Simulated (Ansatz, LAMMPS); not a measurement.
# Settings and their price: aqueous Li+ and OH-, 4.1 mol of salt per kg of water at 300 K (87 atoms)

Density of this cell: 1.11 g/cm³. The cell holds 87 atoms: 29 O, 56 H and 2 Li. Cell: a = 9.283 Å, b = 9.283 Å, c = 9.283 Å, α = 90.0°, β = 90.0°, γ = 90.0°. 27 H2O, 2 Li+, 2 OH- placed at random, at 1.11 g/cm³; overlaps pushed apart, then 10 ps at 420 K with Joung-Cheatham ions (J. Phys. Chem. B 112, 9020 (2008)); MMFF94 bonds, angles, torsions, charges and radii (Halgren, J. Comput. Chem. 17, 490 (1996)) in harmonic and 12-6 forms; SPC/E water (Berendsen, Grigera and Straatsma, J. Phys. Chem. 91, 6269 (1987)); charges of ions scaled by 0.85. Snapshot after 20 ps at 300 K and fixed volume.

Geometry: as built.

Reference run: Kohn-Sham DFT, PBE+D3(BJ), PAW (set soft_2), plane waves (Ansatz 0.2.0), cutoff 420 eV, Γ point, fixed occupations.

- r.m.s. force component: 0.4984 eV/Å
- pressure: -2.697 GPa
- gap (highest filled to lowest empty level): 4.088 eV
- SCF cycles: 9
- time: 10 s on 4 threads of Arm Neoverse N1, shared host

**Question.** The same geometry is run again with each of these changes. How far do the results move, and how long does each run take?
- support functions medium
- support functions low
- support functions high
- support functions medium, radius 3.23 Å
- support functions medium, radius 3.5 Å
- support functions medium, radius 3.74 Å
- support functions medium, radius 4.0 Å
- support functions medium, radius 4.5 Å
- support functions medium, radius 5.0 Å

Differences are against the plane-wave reference (Kohn-Sham DFT, PBE+D3(BJ), PAW (set soft_2), plane waves), whose r.m.s. force component is 0.498 eV/Å. Energies are set beside the reference only for runs with its functional, potentials and electron count. Times are for 4 threads of Arm Neoverse N1, shared host. The reference's time includes the DOS, ELF, the stress and grids, which some other runs skip.

| run | Δ force, r.m.s. (meV/Å) | share of r.m.s. force (%) | Δ energy (meV/atom) | Δ gap (eV) | cycles | time | host memory (GiB) |
| --- | --- | --- | --- | --- | --- | --- | --- |
| reference | - | - | - | - | 9 | 10 s | 0.81 |
| support functions medium | 12.7 | 2.55 | -6.08 | 5.0e-4 | 13 | 91 s | 2.1 |
| support functions low | 12.7 | 2.54 | -6.07 | 8.0e-4 | 11 | 80 s | 2.1 |
| support functions high | 12.6 | 2.52 | -6.14 | 4.0e-4 | 17 | 10 min | 7.3 |
| support functions medium, radius 3.23 Å | 12.7 | 2.56 | -6.08 | 5.0e-4 | 13 | 86 s | 2.1 |
| support functions medium, radius 3.5 Å | 12.7 | 2.55 | -6.08 | 6.0e-4 | 13 | 99 s | 2.3 |
| support functions medium, radius 3.74 Å | 12.7 | 2.55 | -6.08 | 7.0e-4 | 13 | 1.9 min | 2.6 |
| support functions medium, radius 4.0 Å | 12.7 | 2.54 | -6.08 | 7.0e-4 | 13 | 2.4 min | 2.9 |
| support functions medium, radius 4.5 Å | 12.7 | 2.55 | -6.08 | 0.0011 | 12 | 3.7 min | 3.7 |
| support functions medium, radius 5.0 Å | 12.7 | 2.55 | -6.08 | 0.0014 | 12 | 5.7 min | 4.8 |

Among numerical settings the force difference runs from 13 meV/Å (support functions high) to 13 meV/Å (support functions medium, radius 3.23 Å). At 87 atoms the fastest of the runs at a preset level, support functions low, takes roughly 7.7 times the time of plane waves (whose run also made extra analyses, so the like-for-like ratio is larger), in 11 SCF cycles against 9. Differences between support functions and plane waves include what basis error the plane-wave run still has. The force difference hardly changes among these support-function runs, which points to the basis of the plane-wave reference as its main source. As the radius goes from 3.23 to 5 Å, the force difference goes from 13 to 13 meV/Å, and the time from 86 s to 5.7 min. 

[Hosts, paths, dates, database ids (printed as entryN), source tags and the programs' standing remarks are cut or masked in the printed files.]

[The MMFF94 radii named for the starting cell were scaled by 0.96; in molecules described by MMFF94, hydrogen bound to N, O or S took a small fixed 12-6 site in their place.]
